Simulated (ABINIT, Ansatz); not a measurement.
**TlSi3 (Pm-3m): zone-centre phonons**

Aim: the zone-centre modes of TlSi3 (Pm-3m).

Main program and level: ABINIT 10.8.3; DFT LDA, scalar-relativistic, plane waves, PseudoDojo norm-conserving pseudopotentials.

Report form: the programs' logs are mostly left out.

The structure was built from a prototype and need not be the compound's stable phase.

## Step 1: The starting structure

Symmetry: Pm-3m, No. 221, cubic system. The conventional cell has a = 4.174 Å, b = 4.174 Å, c = 4.174 Å, α = 90.00°, β = 90.00°, γ = 90.00°. Nearest to Tl lie 12 Si at 2.95 Å. Nearest to Si lie 4 Tl at 2.95 Å and 8 Si at 2.95 Å. Farther neighbours are not listed.

## Step 2: Relaxation

The harmonic expansion needs vanishing forces, and a free crystal bears no stress, so cell and atoms are brought to rest. Stress is more sensitive to the basis than forces are: the last 3 Ha under the cutoff are smoothed with ecutsm, and the cutoff is raised above that of the later runs.

The starting cell comes from a relaxation made beforehand in Ansatz (LDA, PseudoDojo NC).

relax.abi reads:

```
# relaxation
ionmov 2
optcell 2
dilatmx 1.08
ntime 40
tolmxf 1.0d-05
tolvrs 1.0d-14
prtwf 0
prtden 0
chksymtnons 0

# basis, mesh and filling
ecut 34.0
ecutsm 3.0
ngkpt 6 6 6
nshiftk 1
shiftk 0.0 0.0 0.0
istwfk *1
occopt 3
tsmear 0.01
nband 20
nstep 100
diemac 1000000.0
prtebands 0
prtgsr 0
useylm 1

# cell and atoms
acell 7.887561607 7.887561607 7.887561607
rprim 
    1.0 0.0 0.0
    0.0 1.0 0.0
    0.0 0.0 1.0
ntypat 2
znucl 81 14
natom 4
typat 1 2 2 2
xred 
    0.0 0.0 0.0
    0.0 0.5 0.5
    0.5 0.0 0.5
    0.5 0.5 0.0
pp_dirpath "./pseudo"
pseudos "Tl.upf, Si.upf"
```

On the command line:

```console
> OMP_NUM_THREADS=1 mpirun -n 4 abinit relax.abi > relax.log
```

Run time: 2.1 min. Hardware: 4 MPI ranks of Intel Xeon at 2.70GHz, shared host; 8.4 min of CPU time.

Relaxation path:

```tsv
step	energy less that of the first step (eV)	largest force (eV/Å)	volume (Å³)
1	0.0000	0.0000	72.72
2	-0.0016	0.0000	72.97
3	-0.0040	0.0000	73.83
4	-0.0040	0.0000	73.85
```

```tsv
conventional cell, symmetrised	before	after	change
a (Å)	4.174	4.195	+0.5 %
b (Å)	4.174	4.195	+0.5 %
c (Å)	4.174	4.195	+0.5 %
volume (Å³/atom)	18.18	18.46	+1.6 %
```

Final coordinates:

```cif
data_structure
_symmetry_space_group_name_H-M 'P 1'
_symmetry_Int_Tables_number 1
_cell_length_a 4.1955
_cell_length_b 4.1955
_cell_length_c 4.1955
_cell_angle_alpha 90.000
_cell_angle_beta 90.000
_cell_angle_gamma 90.000
_cell_volume 73.85
loop_
_atom_site_label
_atom_site_type_symbol
_atom_site_fract_x
_atom_site_fract_y
_atom_site_fract_z
_atom_site_occupancy
Tl1 Tl 0.00000 0.00000 0.00000 1
Si2 Si 0.00000 0.50000 0.50000 1
Si3 Si 0.50000 0.00000 0.50000 1
Si4 Si 0.50000 0.50000 0.00000 1
```

Read from the output:

```
volume per atom   : 18.46 Å³
pressure          : 3.15e-4 GPa
gap on the k-mesh : 0 eV
```

The volume changes by +1.6 % from the cell with which this run began.

## Step 3: Ground state

The response is built on these wavefunctions, so the potential is converged far more tightly than an energy would need. Occupations are smeared.

gs.abi reads:

```
# ground state
tolvrs 1.0d-16
prtden 1
prtwf 1

# basis, mesh and filling
ecut 27.0
ngkpt 6 6 6
nshiftk 1
shiftk 0.0 0.0 0.0
istwfk *1
occopt 3
tsmear 0.01
nband 20
nstep 100
diemac 1000000.0
prtebands 0
prtgsr 0
useylm 1

# cell and atoms
acell 7.928261835 7.928261835 7.928261835
rprim 
    1.0 0.0 0.0
    0.0 1.0 0.0
    0.0 0.0 1.0
ntypat 2
znucl 81 14
natom 4
typat 1 2 2 2
xred 
    0.0 0.0 0.0
    0.0 0.5 0.5
    0.5 0.0 0.5
    0.5 0.5 0.0
pp_dirpath "./pseudo"
pseudos "Tl.upf, Si.upf"
```

On the command line:

```console
> OMP_NUM_THREADS=1 mpirun -n 4 abinit gs.abi > gs.log
```

Run time: 26 s. Hardware: 4 MPI ranks.

Read from the output:

- pressure: -0.07978 GPa

The cell stands at -0.080 GPa, close enough for phonons.

## Step 4: Linear response at Γ

At q = 0 one unit cell holds all displacements. The response is solved for single atoms along the cell's directions, and symmetry skips those that follow from others. The crystal is treated as a metal, which screens a static field, so no field response is asked.

dfpt_gamma.abi reads:

```

# common to the responses
getwfk_filepath "gso_WFK"
kptopt 2
nqpt 1
qpt 0.0 0.0 0.0
asr 0
chneut 0

# displacements
rfphon 1
rfatpol 1 4
rfdir 1 1 1
tolvrs 1.0d-10
prtwf 0

# basis, mesh and filling
ecut 27.0
ngkpt 6 6 6
nshiftk 1
shiftk 0.0 0.0 0.0
istwfk *1
occopt 3
tsmear 0.01
nband 20
nstep 100
diemac 1000000.0
prtebands 0
prtgsr 0
useylm 1

# cell and atoms
acell 7.928261835 7.928261835 7.928261835
rprim 
    1.0 0.0 0.0
    0.0 1.0 0.0
    0.0 0.0 1.0
ntypat 2
znucl 81 14
natom 4
typat 1 2 2 2
xred 
    0.0 0.0 0.0
    0.0 0.5 0.5
    0.5 0.0 0.5
    0.5 0.5 0.0
pp_dirpath "./pseudo"
pseudos "Tl.upf, Si.upf"
```

On the command line:

```console
> OMP_NUM_THREADS=1 mpirun -n 4 abinit dfpt_gamma.abi > dfpt_gamma.log
```

The job ended after 2.4 min (4 MPI ranks).

Numbers from this step:

```
largest acoustic frequency at the zone centre before the sum rule : 4.45 cm⁻¹
highest optical zone-centre mode (no LO-TO term)                  : 180.4 cm⁻¹
lowest optical zone-centre mode                                   : -170.8 cm⁻¹
```

The acoustic modes at Γ come out as far as 4.5 cm⁻¹ from zero, where they should vanish, a small numerical error. The lowest optical mode is imaginary, 171i cm⁻¹, an instability at this level and on this k mesh.

## Step 5: Modes with the sum rule

anaddb reads the merged derivatives and imposes the acoustic sum rule.

anaddb.abi reads:

```
ddb_filepath "gamma_DDB"
output_file "anaddb.abo"
outdata_prefix "anaddb"
asr 1
chneut 1
enunit 2
eivec 1
nph1l 1
qph1l 0.0 0.0 0.0 1.0
```

mrgddb.in reads:

```
gamma_DDB
merged
2
dfpt_gammao_DDB
gso_DDB
```

On the command line:

```console
> mrgddb < mrgddb.in > mrgddb.log
> OMP_NUM_THREADS=1 anaddb anaddb.abi > anaddb.log
```

It took 0.75 s on 1 thread.

No LO-TO term; unit eigenvectors of the mass-weighted matrix, from anaddb's displacements. Modes at Γ, with each element's share of the kinetic energy (negative means imaginary):

```tsv
mode	frequency (cm⁻¹)	symmetry	Tl %	Si %
1	-170.8	T1u	6	94
2	-170.8	T1u	6	94
3	-170.8	T1u	6	94
4	-98.8	T2u	0	100
5	-98.8	T2u	0	100
6	-98.8	T2u	0	100
7	0.0	acoustic	71	29
8	0.0	acoustic	71	29
9	0.0	acoustic	71	29
10	180.4	T1u	23	77
11	180.4	T1u	23	77
12	180.4	T1u	23	77
```

Displacements in mode 3 (-170.8 cm⁻¹), the largest set to 1:
```
Tl1  0.10  0.00  0.00
Si2 -1.00  0.00  0.00
Si3  0.14  0.00  0.00
Si4  0.14  0.00  0.00
```

Displacements in mode 12 (180.4 cm⁻¹), the largest set to 1:
```
Tl1  0.29  0.00  0.00
Si2 -0.08  0.00  0.00
Si3 -1.00  0.00  0.00
Si4 -1.00  0.00  0.00
```

The rule moves no optical mode by more than 0.1 cm⁻¹.

## Step 6: Sum rules set otherwise (asr 0)

Without the rule the raw error of the acoustic modes shows.

Changes to anaddb.abi since step 5:

```diff
@@ -3,4 +3,4 @@
 outdata_prefix "anaddb"
-asr 1
-chneut 1
+asr 0
+chneut 0
 enunit 2
```

mrgddb.in is that of step 5.

Elapsed: 0.76 s, on 1 thread.

Zone-centre frequencies as printed; negative means imaginary. Modes:

```tsv
mode	frequency (cm⁻¹)
1	-170.8
2	-170.8
3	-170.8
4	-98.74
5	-98.74
6	-98.74
7	4.45
8	4.45
9	4.45
10	180.4
11	180.4
12	180.4
```

## Step 7: Cross-check with Ansatz

The same cell goes through another code at the same cutoff. The files are of one family, but Ansatz's library holds files of its own making for some heavy elements, so those for Tl may differ.

This step: DFT LDA, scalar-relativistic, plane waves, norm-conserving pseudopotentials of its library (PseudoDojo's, some remade) (Ansatz 0.2.0).

input.yaml reads:

```yaml
crystal:
  lattice:
    - [4.1954554852, 0.0, 0.0]
    - [0.0, 4.1954554852, 0.0]
    - [0.0, 0.0, 4.1954554852]
  atoms:
    - { symbol: Tl, position: [0.0, 0.0, 0.0] }
    - { symbol: Si, position: [0.0, 0.5, 0.5] }
    - { symbol: Si, position: [0.5, 0.0, 0.5] }
    - { symbol: Si, position: [0.5, 0.5, 0.0] }
kpoints:
  mp_grid: { grid: [6, 6, 6] }
hamiltonian:
  xc: lda
  pseudopotentials: { kind: nc, accuracy: standard }
scf:
  occupations: { method: fermi_dirac, width: 0.27211 }
output:
  eigenvalues: true
basis:
  ecutwfc: 734.707
phonons:
  method: dfpt
```

On the command line:

```console
> ansatz run input.yaml --threads 4 --pin off --max-ram 8192MiB --backend cpu --events-out ev --progress --plain --runs-dir out
```

Elapsed: 19 s, on 4 threads; peak memory 0.9 GiB; 68 s of CPU time.

Numbers from this step:

```
sum-rule residual before enforcement : 5.74e-5 eV/Å²
```

## Step 8: Side by side: ABINIT PseudoDojo and Ansatz, library NC

Worked out from the results:

```
root-mean-square difference : 0.03 cm⁻¹
largest difference          : 0.04 cm⁻¹
```

Frequencies side by side, by row:

```tsv
q (reciprocal lattice)	mode	ABINIT PseudoDojo (cm⁻¹)	Ansatz, library NC (cm⁻¹)
0 0 0	1	-170.8	-170.8
0 0 0	2	-170.8	-170.8
0 0 0	3	-170.8	-170.8
0 0 0	4	-98.76	-98.72
0 0 0	5	-98.76	-98.72
0 0 0	6	-98.76	-98.72
0 0 0	7	0	0
0 0 0	8	0	0
0 0 0	9	0	0
0 0 0	10	180.4	180.4
0 0 0	11	180.4	180.4
0 0 0	12	180.4	180.4
```

At the zone centre the largest difference (acoustic modes at Γ apart) is 0.02 % of the highest mode.

## Step 9: Outcome

* space group after relaxation: Pm-3m
* volume per atom: 18.5 Å³
* highest optical zone-centre mode (no LO-TO term): 180.4 cm⁻¹
* lowest optical zone-centre mode: -170.8 cm⁻¹
* imaginary optical modes at the zone centre (no q mesh in this session): yes
* largest difference from Ansatz, library NC: 0.04 cm⁻¹

**Reading.** At the LDA level the optical modes of TlSi3 (Pm-3m) at the zone centre run from 171i to 180 cm⁻¹, so the structure is a saddle point, with 6 modes beyond 10i cm⁻¹ there. ABINIT PseudoDojo and Ansatz, library NC agree to 0.04 cm⁻¹ (0.02 % of the highest mode compared) on all solved modes but the acoustic ones at Γ, without the LO-TO term. These are harmonic frequencies: anharmonic shifts and widths and the lattice's thermal expansion are left out. The Fermi-Dirac smearing of 0.01 Ha is an electronic temperature of 3158 K, which adds a pressure of its own and can shift the volume and soft modes. Spin-orbit coupling is left out, which can matter for the heavy elements here. In a metal the frequencies hang on the k mesh and the smearing, most of all near Kohn anomalies. The runs are without spin polarisation, although the cell has an odd electron count or an open d or f shell, so a magnetic state was not tested. Ansatz warns that the cutoff lies 13 % under the one recommended for these files; agreement at one cutoff is not convergence. The structure is a hypothetical one, built on a prototype.

[Host names and launcher messages were left out of these logs when they were recorded.]

[Logs are printed without paths, hosts, clocks, repeated set-up lines and the standing remarks that a program may print on its own settings, such as how far it seeks lower states.]

[Hosts, paths, dates, database ids (printed as entryN), source tags and the programs' standing remarks are cut or masked in the printed files.]
